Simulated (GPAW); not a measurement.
# Cl/Co(0001) in an electric field

Aim: the dipole that a field along the normal induces in Cl/Co(0001).

Program: GPAW 26.7.0. Level of theory: GPAW, PAW setups; slab in vacuum, relaxation, in the first sound run; inputs show where later runs differ. Results are calculated unless marked as measured.

### 1. The structure

The cell holds 5 atoms: 4 Co and 1 Cl. Its edges and angles: a = 2.510 Å, b = 2.510 Å, c = 26.012 Å, α = 90.0°, β = 90.0°, γ = 60.0°. Vacuum lies along c.

### 2. Relaxation

The atoms are relaxed first, since the surface dipole, and with it the work function, follows the positions of the outer layers. The lowest 2 atoms are held at bulk positions and keep their forces.

The input, run.py:

```python
import json
import numpy as np
from ase import Atoms
from ase.constraints import FixAtoms
from ase.optimize import BFGS
from gpaw import GPAW, PW

slab = Atoms(
    ['Co', 'Co', 'Co', 'Co', 'Cl'],
    positions=[
        [2.51000, 1.44915, 9.00000],
        [0.00000, 0.00000, 11.03561],
        [2.51000, 1.44915, 13.07122],
        [0.00000, 0.00000, 15.10683],
        [1.25500, 0.72457, 17.01240]],
    cell=[[2.51, 0.0, 0.0], [1.255, 2.17372, 0.0], [0.0, 0.0, 26.0124]],
    pbc=[True, True, False],
    magmoms=[1.7, 1.7, 1.7, 1.7, 0.0])

slab.calc = GPAW(mode=PW(400), xc='PBE', kpts={'size': (14, 14, 1), 'gamma': True},
                 occupations={'name': 'fermi-dirac', 'width': 0.1}, nbands='160%',
                 convergence={'density': 1e-05}, maxiter=200,
                 poissonsolver={'dipolelayer': 'xy'},
                 symmetry={'tolerance': 1e-3, 'extra_ids': [1, 1, 0, 0, 0]}, txt='slab.txt')
result = {}
slab.set_constraint(FixAtoms([0, 1]))
path = []
opt = BFGS(slab, maxstep=0.2)
opt.attach(lambda: path.append((slab.get_potential_energy(), slab.positions.tolist(), slab.get_forces().tolist())))
result['relaxed'] = bool(opt.run(fmax=0.03, steps=40))
result['path'] = path
energy = slab.get_potential_energy()
fermi = slab.calc.get_fermi_level()
v = slab.calc.get_electrostatic_potential().mean((0, 1)) - fermi
n = slab.calc.get_pseudo_density().mean((0, 1))
L = slab.cell[2, 2]
z = np.arange(len(v)) * L / len(v)
low, high = slab.positions[:, 2].min(), slab.positions[:, 2].max()
below, above = np.interp([low - 6.8, high + 6.8], z, v)
slopes = [np.interp(x, z, np.gradient(v, z)) for x in (low - 6.8, high + 6.8)]
eps = np.array([[slab.calc.get_eigenvalues(k, s) for k in range(len(slab.calc.get_ibz_k_points()))]
                for s in range(slab.calc.get_number_of_spins())]) - fermi
top, bottom = eps[eps < 0].max(), eps[eps > 0].min()
dipole = slab.get_dipole_moment()[2]
print(f'energy {energy:.4f} eV, Fermi level {fermi:.4f} eV, dipole {dipole:.5f} e A')
print(f'potential 6.8 A off the faces, from the Fermi level: lower {below:.4f} eV, upper {above:.4f} eV')
print(f'slope of the potential there: lower {slopes[0]:.5f}, upper {slopes[1]:.5f} eV/A')
print(f'nearest levels on the mesh: {top:.4f} and {bottom:.4f} eV')
print('magnetic moment', round(slab.get_magnetic_moment(), 3))
result.update(energy=energy, fermi=fermi, dipole=dipole, below=below, above=above, slopes=slopes, edges=[top, bottom],
              z=z.tolist(), v=v.tolist(), n=n.tolist(), positions=slab.positions.tolist(),
              forces=slab.get_forces(apply_constraint=False).tolist(), moments=slab.get_magnetic_moments().tolist())
json.dump(result, open('result.json', 'w'))
```

On the command line:

```bash
OMP_NUM_THREADS=1 OPENBLAS_NUM_THREADS=1 python run.py
```

Log:

```text
Step          Energy          fmax
BFGS:    0      -31.385585        0.563237
BFGS:    1      -31.391993        0.482707
BFGS:    2      -31.412002        0.175487
BFGS:    3      -31.413019        0.182797
BFGS:    4      -31.415279        0.132801
BFGS:    5      -31.416365        0.074483
BFGS:    6      -31.416637        0.045245
BFGS:    7      -31.416712        0.030119
BFGS:    8      -31.416782        0.039262
BFGS:    9      -31.416884        0.042121
BFGS:   10      -31.417121        0.042250
BFGS:   11      -31.417418        0.036791
BFGS:   12      -31.417627        0.024980
energy -31.3421 eV, Fermi level 1.4912 eV, dipole 0.01735 e A
potential 6.8 A off the faces, from the Fermi level: lower 4.9962 eV, upper 4.4264 eV
slope of the potential there: lower -0.00027, upper 0.00017 eV/A
nearest levels on the mesh: -0.0003 and 0.0037 eV
magnetic moment 6.846
```

Elapsed: 30 min, on 1 thread of Arm Neoverse V2, shared host; peak memory 0.27 GiB.

The steps of the relaxation:

| step | energy less that of the first step (eV) | largest force (eV/Å) |
| --- | --- | --- |
| 1 | 0.0000 | 0.5632 |
| 2 | -0.0068 | 0.4827 |
| 3 | -0.0286 | 0.1755 |
| 4 | -0.0297 | 0.1828 |
| 5 | -0.0318 | 0.1328 |
| 6 | -0.0326 | 0.0745 |
| 7 | -0.0326 | 0.0452 |
| 8 | -0.0326 | 0.0301 |
| 9 | -0.0326 | 0.0393 |
| 10 | -0.0326 | 0.0421 |
| 11 | -0.0328 | 0.0422 |
| 12 | -0.0331 | 0.0368 |
| 13 | -0.0334 | 0.0250 |

The atoms that moved most (Å):

| atom | dx | dy | dz | length |
| --- | --- | --- | --- | --- |
| Cl5 | 0.000 | 0.000 | 0.111 | 0.111 |
| Co4 | 0.000 | 0.000 | -0.052 | 0.052 |

The relaxed structure:

```
Co Cl
1.0
     2.51000    0.00000    0.00000
     1.25500    2.17372    0.00000
     0.00000    0.00000   26.01240
Co Cl
4 1
Direct
  0.66667 0.66667 0.34599
  0.00000 0.00000 0.42424
  0.66667 0.66667 0.50257
  0.00000 0.00000 0.57875
  0.33333 0.33333 0.65828
```

This step gave:

```
dipole along the normal                    : 0.01735 e·Å
levels nearest the Fermi level on the mesh : -3.44e-4, 0.003735 eV from the Fermi level
upper work function                        : 4.426 eV
lower work function                        : 4.996 eV
site moments                               : 1.801, 1.746, 1.698, 1.753, 0.04681 μB
sum of the site moments                    : 7.044 μB
```

The electrostatic potential energy of an electron (without an applied field's), less the Fermi level, planar mean oscillates, so the rows of the table below give means over windows of 2.06 Å about each position, cut where the curve ends. Its maxima inside the range that stand out by 2 % of the span (Å: eV): 10.0: -0.733, 12.0: -0.700, 14.1: -1.10, 16.1: -1.20. Its minima: 9.0: -23.7, 11.1: -23.8, 13.1: -23.7, 15.1: -24.1, 17.1: -33.3.

The electrostatic potential energy of an electron (without an applied field's), less the Fermi level, planar mean by z; means over each step:

```csv
z (Å),"electrostatic potential energy of an electron (without an applied field's), less the Fermi level, planar mean (eV)"
1.03,4.97
3.09,5.00
5.15,4.99
7.21,3.64
9.27,-10.2
11.33,-10.3
13.39,-10.5
15.45,-10.7
17.51,-11.7
19.57,4.34
21.63,4.43
23.69,4.43
25.75,4.45
```

Pseudo valence density, planar mean against z:

```csv
z (Å),"pseudo valence density, planar mean (e/Å³)"
5.0,6.7e-5
5.5,2.5e-4
6.0,9.0e-4
6.5,0.00309
7.0,0.0113
7.5,0.0396
8.0,0.139
8.5,0.610
9.0,1.67
9.5,0.639
10.0,0.306
10.5,0.594
11.0,1.70
11.5,0.677
12.0,0.313
12.5,0.541
13.0,1.73
13.5,0.783
14.0,0.343
14.5,0.561
15.0,1.70
15.5,0.730
16.0,0.286
16.5,0.577
17.0,0.813
17.5,0.772
18.0,0.259
18.5,0.0490
19.0,0.00844
19.5,0.00144
20.0,2.8e-4
20.5,5.8e-5
```

Site moment by atom:

```
atom  site moment (μB)
 Co1              1.80
 Co2              1.75
 Co3              1.70
 Co4              1.75
 Cl5              0.05
```

The relaxation lowered the energy of the cell by 0.0334 eV (energies extrapolated to zero smearing; the optimiser's log prints free energies). The largest force left on a free atom is 0.025 eV/Å.

### 3. Plane waves, PBE

With the geometry fixed, the planar mean of the potential gives the vacuum level on each side.

This step: GPAW, PAW setups; slab in vacuum (GPAW 26.7.0).

run.py: that of step 2 with these lines changed.

```diff
@@ -3,4 +3,2 @@
 from ase import Atoms
-from ase.constraints import FixAtoms
-from ase.optimize import BFGS
 from gpaw import GPAW, PW
@@ -12,5 +10,5 @@
         [0.00000, 0.00000, 11.03561],
-        [2.51000, 1.44915, 13.07122],
-        [0.00000, 0.00000, 15.10683],
-        [1.25500, 0.72457, 17.01240]],
+        [2.51000, 1.44915, 13.07316],
+        [0.00000, -0.00000, 15.05456],
+        [1.25500, 0.72457, 17.12338]],
     cell=[[2.51, 0.0, 0.0], [1.255, 2.17372, 0.0], [0.0, 0.0, 26.0124]],
@@ -23,10 +21,4 @@
                  poissonsolver={'dipolelayer': 'xy'},
-                 symmetry={'tolerance': 1e-3, 'extra_ids': [1, 1, 0, 0, 0]}, txt='slab.txt')
+                 symmetry={'tolerance': 1e-3}, txt='slab.txt')
 result = {}
-slab.set_constraint(FixAtoms([0, 1]))
-path = []
-opt = BFGS(slab, maxstep=0.2)
-opt.attach(lambda: path.append((slab.get_potential_energy(), slab.positions.tolist(), slab.get_forces().tolist())))
-result['relaxed'] = bool(opt.run(fmax=0.03, steps=40))
-result['path'] = path
 energy = slab.get_potential_energy()
```

Log:

```text
energy -31.3421 eV, Fermi level 1.4912 eV, dipole 0.01734 e A
potential 6.8 A off the faces, from the Fermi level: lower 4.9960 eV, upper 4.4264 eV
slope of the potential there: lower -0.00027, upper 0.00017 eV/A
nearest levels on the mesh: -0.0003 and 0.0037 eV
magnetic moment 6.846
```

Run time: 3.6 min. Hardware: 1 thread; peak memory 0.26 GiB.

Numbers from this step:

```
dipole along the normal                    : 0.01734 e·Å
levels nearest the Fermi level on the mesh : -3.33e-4, 0.003743 eV from the Fermi level
site moments                               : 1.801, 1.746, 1.698, 1.753, 0.04680 μB
```

Table of electrostatic potential energy of an electron (without an applied field's), less the Fermi level, planar mean by z:

```
z (Å)  electrostatic potential energy of an electron (without an applied field's), less the Fermi level, planar mean (eV)
  0.0                                                                                                                4.71
  0.5                                                                                                                5.00
  1.0                                                                                                                5.00
  1.5                                                                                                                5.00
  2.0                                                                                                                5.00
  2.5                                                                                                                5.00
  3.0                                                                                                                5.00
  3.5                                                                                                                5.00
  4.0                                                                                                                5.00
  4.5                                                                                                                4.99
  5.0                                                                                                                4.99
  5.5                                                                                                                4.99
  6.0                                                                                                                4.97
  6.5                                                                                                                4.91
  7.0                                                                                                                4.68
  7.5                                                                                                                3.90
  8.0                                                                                                                1.13
  8.5                                                                                                               -8.83
  9.0                                                                                                               -23.7
  9.5                                                                                                               -8.87
 10.0                                                                                                              -0.750
 10.5                                                                                                               -7.78
 11.0                                                                                                               -23.4
 11.5                                                                                                               -10.1
 12.0                                                                                                              -0.830
 12.5                                                                                                               -6.67
 13.0                                                                                                               -23.3
 13.5                                                                                                               -11.5
 14.0                                                                                                               -1.25
 14.5                                                                                                               -7.24
 15.0                                                                                                               -23.5
 15.5                                                                                                               -11.6
 16.0                                                                                                               -1.61
 16.5                                                                                                               -6.03
 17.0                                                                                                               -30.4
 17.5                                                                                                               -16.0
 18.0                                                                                                               0.487
 18.5                                                                                                                3.73
 19.0                                                                                                                4.30
 19.5                                                                                                                4.40
 20.0                                                                                                                4.42
 20.5                                                                                                                4.42
 21.0                                                                                                                4.43
 21.5                                                                                                                4.43
 22.0                                                                                                                4.43
 22.5                                                                                                                4.43
 23.0                                                                                                                4.43
 23.5                                                                                                                4.43
 24.0                                                                                                                4.43
 24.5                                                                                                                4.43
 25.0                                                                                                                4.43
 25.5                                                                                                                4.43
```

The pseudo valence density, planar mean oscillates, so the rows of the table below give means over windows of 1.95 Å about each position, cut where the curve ends. Its maxima inside the range that stand out by 2 % of the span (Å: e/Å³): 9.1: 1.68, 11.1: 1.80, 13.0: 1.75, 15.0: 1.71, 16.9: 0.841, 17.3: 0.836. Its minima: 10.0: 0.303, 12.1: 0.306, 14.1: 0.326, 16.0: 0.277, 17.1: 0.776.

Table of pseudo valence density, planar mean by z; means over each step:

| z (Å) | pseudo valence density, planar mean (e/Å³) |
| --- | --- |
| 4.87 | 1.2e-4 |
| 6.82 | 0.0169 |
| 8.77 | 0.783 |
| 10.72 | 0.827 |
| 12.67 | 0.825 |
| 14.62 | 0.838 |
| 16.57 | 0.595 |
| 18.52 | 0.156 |
| 20.47 | 2.3e-4 |
| 22.42 | 0 |

Force by atom:

```
atom  x (eV/Å)  y (eV/Å)  z (eV/Å)   size
 Co1     0.000     0.000     0.435  0.435
 Co2     0.000     0.000    -0.432  0.432
 Co3     0.000     0.000     0.012  0.012
 Co4     0.000     0.000    -0.025  0.025
 Cl5     0.000     0.000     0.010  0.010
```

The potential is flat to 2.7e-4 eV/Å where it is read, so the vacuum is wide enough.

### 4. In a field

A uniform field along the normal polarises the slab; the atoms stay fixed, so this is the electronic response alone.

run.py: that of step 3 with these lines changed.

```diff
@@ -4,2 +4,3 @@
 from gpaw import GPAW, PW
+from gpaw.external import ConstantElectricField
 
@@ -21,2 +22,3 @@
                  poissonsolver={'dipolelayer': 'xy'},
+                 external=ConstantElectricField(-0.2, [0, 0, 1]),
                  symmetry={'tolerance': 1e-3}, txt='slab.txt')
```

Log:

```text
energy -31.3452 eV, Fermi level 1.5230 eV, dipole -0.04833 e A
potential 6.8 A off the faces, from the Fermi level: lower 3.8564 eV, upper 5.4593 eV
slope of the potential there: lower -0.00023, upper 0.00013 eV/A
nearest levels on the mesh: -0.0004 and 0.0040 eV
magnetic moment 6.848
```

Run time: 17 min. Hardware: 1 thread; peak memory 0.59 GiB.

This step gave:

```
dipole along the normal                                         : -0.04833 e·Å
levels nearest the Fermi level on the mesh                      : -4.22e-4, 0.004038 eV from the Fermi level
site moments                                                    : 1.801, 1.746, 1.698, 1.752, 0.04675 μB
sum of the site moments                                         : 7.045 μB
potential below the slab, the applied field's own ramp left out : 3.856 eV from the Fermi level
potential above the slab, the applied field's own ramp left out : 5.459 eV from the Fermi level
```

The electrostatic potential energy of an electron (without an applied field's), less the Fermi level, planar mean oscillates, so the rows of the table below give means over windows of 2.06 Å about each position, cut where the curve ends. Its maxima inside the range that stand out by 2 % of the span (Å: eV): 10.0: -1.34, 12.0: -0.896, 14.1: -0.885, 16.1: -0.573. Its minima: 9.0: -24.5, 11.1: -24.2, 13.1: -23.7, 15.1: -23.7, 17.1: -32.4.

Table of electrostatic potential energy of an electron (without an applied field's), less the Fermi level, planar mean by z; means over each step:

| z (Å) | electrostatic potential energy of an electron (without an applied field's), less the Fermi level, planar mean (eV) |
| --- | --- |
| 1.03 | 3.93 |
| 3.09 | 3.86 |
| 5.15 | 3.85 |
| 7.21 | 2.55 |
| 9.27 | -11.0 |
| 11.33 | -10.6 |
| 13.39 | -10.4 |
| 15.45 | -10.3 |
| 17.51 | -10.8 |
| 19.57 | 5.37 |
| 21.63 | 5.46 |
| 23.69 | 5.46 |
| 25.75 | 5.39 |

Force by atom:

```csv
atom,x (eV/Å),y (eV/Å),z (eV/Å),size
Co1,0.000,0.000,0.439,0.439
Co2,0.000,0.000,-0.435,0.435
Co3,0.000,0.000,0.014,0.014
Co4,0.000,0.000,-0.035,0.035
Cl5,0.000,0.000,0.019,0.019
```

The dipole is now -0.0483 e Å, against 0.017 in the run without a field.

(Continued in part 2 of 2.)

[Logs are printed without paths, hosts, clocks, repeated set-up lines and the standing remarks that a program may print on its own settings, such as how far it seeks lower states.]

[Hosts, paths, dates, database ids (printed as entryN), source tags and the programs' standing remarks are cut or masked in the printed files.]
